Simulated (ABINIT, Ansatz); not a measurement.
# ZrSi3 (Pm-3m): zone-centre phonons, part 2 of 3

Aim: the zone-centre modes of ZrSi3 (Pm-3m).

ABINIT 10.8.3; DFT LDA, scalar-relativistic, plane waves, JTH PAW pseudopotentials.

So far. Step 2 (Relaxation): The volume changes by +0.4 % from the cell with which this run began. The relaxed cell has a = 3.934 Å (conventional setting).

The structure was built from a prototype and need not be the compound's stable phase.

**4. Zone-centre response**

At q = 0 one unit cell holds all displacements. The response is solved for single atoms along the cell's directions, and symmetry skips those that follow from others. The crystal is treated as a metal, which screens a static field, so no field response is asked.

The input, dfpt_gamma.abi:

```

# common to the responses
getwfk_filepath "gso_WFK"
kptopt 2
nqpt 1
qpt 0.0 0.0 0.0
asr 0
chneut 0

# displacements
rfphon 1
rfatpol 1 4
rfdir 1 1 1
tolvrs 1.0d-10
prtwf 0

# basis, mesh and filling
ecut 18.0
pawecutdg 36.0
ngkpt 8 8 8
nshiftk 1
shiftk 0.0 0.0 0.0
istwfk *1
occopt 3
tsmear 0.01
nband 19
nstep 100
diemac 1000000.0
prtebands 0
prtgsr 0

# cell and atoms
acell 3*1.0 Angstrom
rprim 
    3.934398331 0.0 0.0
    0.0 3.934398331 0.0
    0.0 0.0 3.934398331
ntypat 2
znucl 40 14
natom 4
typat 1 2 2 2
xred 
    0.0 0.0 0.0
    0.0 0.5 0.5
    0.5 0.0 0.5
    0.5 0.5 0.0
pp_dirpath "./pseudo"
pseudos "Zr.xml, Si.xml"
```

Command:

```
OMP_NUM_THREADS=1 mpirun -n 4 abinit dfpt_gamma.abi > dfpt_gamma.log
```

Numbers of over 12 decimals in the logs are rounded to 6 here.

dfpt_gamma.abo, the main output file:

```text
[banners, grids, parts of the stress and lines that vanish by symmetry left out]
- input  file    -> dfpt_gamma.abi
- output file    -> dfpt_gamma.abo
- root for input  files -> dfpt_gammai
- root for output files -> dfpt_gammao

-   ./pseudo/Zr.xml
-   ./pseudo/Si.xml
 Symmetries : space group Pm -3 m (#221); Bravais cP (primitive cubic)
================================================================================
 Values of the parameters that define the memory need of the present run (RF).
     intxc =       0      iscf =       7    lmnmax =      18     lnmax =       6
     mgfft =      30  mpssoang =       3    mqgrid =    3001     natom =       4
  nloc_mem =       2    nspden =       1   nspinor =       1    nsppol =       1
      nsym =      48    n1xccc =       1    ntypat =       2    occopt =       3
   xclevel =       1
-    mband =          19        mffmem =           1         mkmem =          65
-   mkqmem =          65        mk1mem =          65           mpw =        1516
      nfft =       27000          nkpt =         260
- my_mband =          19
Pmy_natom=         1
================================================================================
================================================================================

--------------------------------------------------------------------------------
------------- Echo of variables that govern the present computation ------------
--------------------------------------------------------------------------------
-
- outvars: echo of selected default values
-   iomode0 =  0 , fftalg0 =312 , wfoptalg0 = 10
-
- outvars: echo of global parameters not present in the input file
-  max_nthreads =    1
-
 -outvars: echo values of preprocessed input variables
 [... echo left out ...]
================================================================================

 chkinp: Checking input parameters for consistency.

[...]
== DATASET  1 ==================================================================
-   mpi_nproc: 4, omp_nthreads: 1 (-1 if OMP is not activated)

--- !DatasetInfo
iteration_state: {dtset: 1, }
dimensions: {natom: 4, nkpt: 260, mband: 19, nsppol: 1, nspinor: 1, nspden: 1, mpw: 1516, }
cutoff_energies: {ecut:  18.0, pawecutdg:  36.0, }
electrons: {nelect:   2.40000000E+01, charge:   0.00000000E+00, occopt:   3.00000000E+00, tsmear:   1.00000000E-02, }
meta: {optdriver: 1, rfphon: 1, }
...

 mkfilename: getwfk from: gso_WFK

 Real(R)+Recip(G) space primitive vectors, cartesian coordinates (Bohr,Bohr^-1):
 R(1)=  7.4349353  0.0000000  0.0000000  G(1)=  0.1345002  0.0000000  0.0000000
 R(2)=  0.0000000  7.4349353  0.0000000  G(2)=  0.0000000  0.1345002  0.0000000
 R(3)=  0.0000000  0.0000000  7.4349353  G(3)=  0.0000000  0.0000000  0.1345002
 Unit cell volume ucvol=  4.1099031E+02 bohr^3
 Angles (23,13,12)=  9.00000000E+01  9.00000000E+01  9.00000000E+01 degrees
 setup1 : take into account q-point for computing boxcut.

 Coarse grid specifications (used for wave-functions):

 getcut: wavevector=  0.0000  0.0000  0.0000  ngfft=  30  30  30
         ecut(hartree)=     18.000   => boxcut(ratio)=   2.11272

 Fine grid specifications (used for densities):

 getcut: wavevector=  0.0000  0.0000  0.0000  ngfft=  45  45  45
         ecut(hartree)=     36.000   => boxcut(ratio)=   2.19108

--- Pseudopotential description ------------------------------------------------
- pspini: atom type   1  psp file is ./pseudo/Zr.xml

- pspini: atom type   2  psp file is ./pseudo/Si.xml

   6.53197224E+02                                ecore*ucvol(ha*bohr**3)
--------------------------------------------------------------------------------

 ==>  initialize data related to q vector <==

 The list of irreducible perturbations for this q vector is:
    1)    idir= 1    ipert=   1
    2)    idir= 1    ipert=   2
    3)    idir= 2    ipert=   2

[...]
The perturbation idir=   2  ipert=   1 is
 symmetric of a previously calculated perturbation.
 So, its SCF calculation is not needed.

 The perturbation idir=   3  ipert=   1 is
 symmetric of a previously calculated perturbation.
 So, its SCF calculation is not needed.

 The perturbation idir=   3  ipert=   2 is
 symmetric of a previously calculated perturbation.
 So, its SCF calculation is not needed.

 The perturbation idir=   1  ipert=   3 is
 symmetric of a previously calculated perturbation.
 So, its SCF calculation is not needed.

[...]
The perturbation idir=   2  ipert=   4 is
 symmetric of a previously calculated perturbation.
 So, its SCF calculation is not needed.

 The perturbation idir=   3  ipert=   4 is
 symmetric of a previously calculated perturbation.
 So, its SCF calculation is not needed.

--------------------------------------------------------------------------------
 Perturbation wavevector (in red.coord.)   0.000000  0.000000  0.000000
 Perturbation : displacement of atom   1   along direction   1
 Found     8 symmetries that leave the perturbation invariant.

[...]
dfpt_looppert : total number of electrons, from k and k+q
  fully or partially occupied states are    2.400000E+01 and    2.400000E+01.
 Initialisation of the first-order wave-functions :
  ireadwf=   0

--- !BeginCycle
iteration_state: {dtset: 1, }
solver: {iscf: 7, nstep: 100, nline: 4, wfoptalg: 10, }
tolerances: {tolvrs: 1.00E-10, }
...

     iter   2DEtotal(Ha)        deltaE(Ha) residm    vres2
-ETOT  1   1690.7703999438     -2.321E+02 8.938E+00 7.128E+06
 ETOT  2   20.587092978643     -1.670E+03 1.355E+00 7.461E+04
 ETOT  3   4.755803     -1.583E+01 5.597E-01 2.538E+03
 ETOT  4   4.137424     -6.184E-01 7.388E-03 3.651E+01
 ETOT  5   4.125342     -1.208E-02 2.431E-03 6.676E-01
[...]
At SCF step   18       vres2   =  4.93E-11 < tolvrs=  1.00E-10 =>converged.
[...]
Mean square residual over all n,k,spin=   50.881E-15; max=  45.595E-13

 Fourteen components of 2nd-order total energy (hartree) are
 1,2,3: 0th-order hamiltonian combined with 1st-order wavefunctions
     kin0=   5.47594462E+02 eigvalue=   1.52433055E+02  local=  -3.37011641E+02
 4,5,6: 1st-order hamiltonian combined with 1st and 0th-order wfs
 loc psp =  -2.99819476E+03  Hartree=   7.04993068E+02     xc=  -9.75403834E+01
 note that "loc psp" includes a xc core correction that could be resolved
 7,8,9: eventually, occupation + non-local contributions
    edocc=   2.91122951E+02     enl0=   1.78677044E+02   enl1=  -3.60783702E+02
 10: eventually, PAW "on-site" Hxc contribution: epaw1=   1.09528687E-02
 1-10 gives the relaxation energy (to be shifted if some occ is /=2.0)
   erelax=  -1.91869896E+03
 11,12,13 Non-relaxation  contributions : frozen-wavefunctions and Ewald
 fr.local=   1.51330209E+03 fr.nonlo=   3.12723103E+02  Ewald=   8.11285860E+01
 14,15 Frozen wf xc core corrections (1) and (2)
 frxc 1  =  -1.27112515E+01  frxc 2 =   2.83815345E+01
 16 Contribution from 1st-order change of wavefunctions overlap
 eovl1 =  -2.39210676E+02
 Resulting in :
 2DEtotal=    0.4125109572E+01 Ha. Also 2DEtotal=    0.112249949871E+03 eV
    (2DErelax=   -1.9186989556E+03 Ha. 2DEnonrelax=    1.9228240652E+03 Ha)
    (  non-var. 2DEtotal :    4.1241567602E+00 Ha)

[...]
Perturbation wavevector (in red.coord.)   0.000000  0.000000  0.000000
 Perturbation : displacement of atom   2   along direction   1
 Found     8 symmetries that leave the perturbation invariant.

[...]
dfpt_looppert : total number of electrons, from k and k+q
  fully or partially occupied states are    2.400000E+01 and    2.400000E+01.
 Initialisation of the first-order wave-functions :
  ireadwf=   0

--- !BeginCycle
iteration_state: {dtset: 1, }
solver: {iscf: 7, nstep: 100, nline: 4, wfoptalg: 10, }
tolerances: {tolvrs: 1.00E-10, }
...

     iter   2DEtotal(Ha)        deltaE(Ha) residm    vres2
-ETOT  1   44.076098351629     -3.669E+00 1.632E+00 2.300E+05
[...]
At SCF step   18       vres2   =  1.68E-11 < tolvrs=  1.00E-10 =>converged.
[...]
Mean square residual over all n,k,spin=   28.411E-15; max=  28.988E-13

 Fourteen components of 2nd-order total energy (hartree) are
 1,2,3: 0th-order hamiltonian combined with 1st-order wavefunctions
     kin0=   4.42451993E+01 eigvalue=  -6.76638691E+00  local=  -2.14479261E+01
 4,5,6: 1st-order hamiltonian combined with 1st and 0th-order wfs
 loc psp =  -7.42129193E+01  Hartree=   2.03135142E+01     xc=  -5.91110448E+00
 note that "loc psp" includes a xc core correction that could be resolved
 7,8,9: eventually, occupation + non-local contributions
    edocc=   7.13117274E+00     enl0=   8.39667158E+00   enl1=  -1.97344234E+01
 10: eventually, PAW "on-site" Hxc contribution: epaw1=   9.42425591E-03
 1-10 gives the relaxation energy (to be shifted if some occ is /=2.0)
   erelax=  -4.79767782E+01
 11,12,13 Non-relaxation  contributions : frozen-wavefunctions and Ewald
 fr.local=   1.53230217E+01 fr.nonlo=   2.58994000E+01  Ewald=   7.76547623E+00
 14,15 Frozen wf xc core corrections (1) and (2)
 frxc 1  =  -4.91855297E+01  frxc 2 =   4.79426467E+01
 16 Contribution from 1st-order change of wavefunctions overlap
 eovl1 =  -1.00315416E+00
 Resulting in :
 2DEtotal=   -0.2317633314E+00 Ha. Also 2DEtotal=   -0.630660152861E+01 eV
    (2DErelax=   -4.7976778190E+01 Ha. 2DEnonrelax=    4.7745014859E+01 Ha)
    (  non-var. 2DEtotal :   -2.3181066062E-01 Ha)

[...]
Perturbation wavevector (in red.coord.)   0.000000  0.000000  0.000000
 Perturbation : displacement of atom   2   along direction   2
 Found     4 symmetries that leave the perturbation invariant.

--------------------------------------------------------------------------------

--------------------------------------------------------------------------------

 dfpt_looppert : total number of electrons, from k and k+q
  fully or partially occupied states are    2.400000E+01 and    2.400000E+01.
 Initialisation of the first-order wave-functions :
  ireadwf=   0

--- !BeginCycle
iteration_state: {dtset: 1, }
solver: {iscf: 7, nstep: 100, nline: 4, wfoptalg: 10, }
tolerances: {tolvrs: 1.00E-10, }
...

     iter   2DEtotal(Ha)        deltaE(Ha) residm    vres2
-ETOT  1   56.257337094870      1.711E+00 1.514E+00 2.698E+05
[...]
ETOT 15   3.514462     -3.448E-10 1.288E-10 5.738E-09
 ETOT 16   3.514462     -7.810E-11 3.238E-11 6.567E-11

 At SCF step   16       vres2   =  6.57E-11 < tolvrs=  1.00E-10 =>converged.
[...]
Mean square residual over all n,k,spin=   77.070E-14; max=  32.381E-12

 Fourteen components of 2nd-order total energy (hartree) are
 1,2,3: 0th-order hamiltonian combined with 1st-order wavefunctions
     kin0=   4.68783869E+01 eigvalue=  -6.65115991E+00  local=  -2.50598265E+01
 4,5,6: 1st-order hamiltonian combined with 1st and 0th-order wfs
 loc psp =  -7.27324975E+01  Hartree=   2.24621358E+01     xc=  -6.29406747E+00
 note that "loc psp" includes a xc core correction that could be resolved
 7,8,9: eventually, occupation + non-local contributions
    edocc=   7.39934582E+00     enl0=   1.01502829E+01   enl1=  -2.71871593E+01
 10: eventually, PAW "on-site" Hxc contribution: epaw1=   2.73054939E-03
 1-10 gives the relaxation energy (to be shifted if some occ is /=2.0)
   erelax=  -5.10318286E+01
 11,12,13 Non-relaxation  contributions : frozen-wavefunctions and Ewald
 fr.local=  -4.56918180E+01 fr.nonlo=   3.91459532E+01  Ewald=   6.37244169E+01
 14,15 Frozen wf xc core corrections (1) and (2)
 frxc 1  =  -4.85612733E+01  frxc 2 =   4.59290119E+01
 16 Contribution from 1st-order change of wavefunctions overlap
 eovl1 =  -1.07201991E+00
 Resulting in :
 2DEtotal=    0.3514462075E+01 Ha. Also 2DEtotal=    0.956333849569E+02 eV
    (2DErelax=   -5.1031828627E+01 Ha. 2DEnonrelax=    5.4546290701E+01 Ha)
    (  non-var. 2DEtotal :    3.5144424080E+00 Ha)

[...]
---- first-order wavefunction calculations are completed ----

 ==> Compute Derivative Database <==

 [... matrices left out ...]
  Phonon wavevector (reduced coordinates) :  0.00000  0.00000  0.00000
 Phonon energies in Hartree :
  -4.203657E-04 -4.203657E-04 -4.203657E-04 -1.421178E-05 -1.421178E-05
  -1.421178E-05  1.168131E-03  1.168131E-03  1.168131E-03  1.289485E-03
   1.289485E-03  1.289485E-03
 Phonon frequencies in cm-1    :
- -9.225961E+01 -9.225961E+01 -9.225961E+01 -3.119126E+00 -3.119126E+00
- -3.119126E+00  2.563750E+02  2.563750E+02  2.563750E+02  2.830092E+02
-  2.830092E+02  2.830092E+02

== END DATASET(S) ==============================================================
================================================================================

 -outvars: echo values of variables after computation
            acell      1.8897261259E+00  1.8897261259E+00  1.8897261259E+00 Bohr
           etotal      3.5144620745E+00
            fcart      0.0000000000E+00  0.0000000000E+00  0.0000000000E+00
           strten      0.0000000000E+00  0.0000000000E+00  0.0000000000E+00
================================================================================
```

Wall time 2.6 min (4 MPI ranks of Arm Neoverse V1, shared host); 10 min of CPU time.

Numbers from this step:

```
largest acoustic frequency at the zone centre before the sum rule : -3.12 cm⁻¹
highest optical zone-centre mode (no LO-TO term)                  : 283.0 cm⁻¹
lowest optical zone-centre mode                                   : -92.26 cm⁻¹
```

The acoustic modes at Γ come out as far as 3.1 cm⁻¹ from zero, where they should vanish, a small numerical error. The lowest optical mode is imaginary, 92i cm⁻¹, an instability at this level and on this k mesh.

(Part 2 of 3 ends here.)

[Host names and launcher messages were left out of these logs when they were recorded.]

[Logs are printed without paths, hosts, clocks, repeated set-up lines and the standing remarks that a program may print on its own settings, such as how far it seeks lower states.]

[Hosts, paths, dates, database ids (printed as entryN), source tags and the programs' standing remarks are cut or masked in the printed files.]
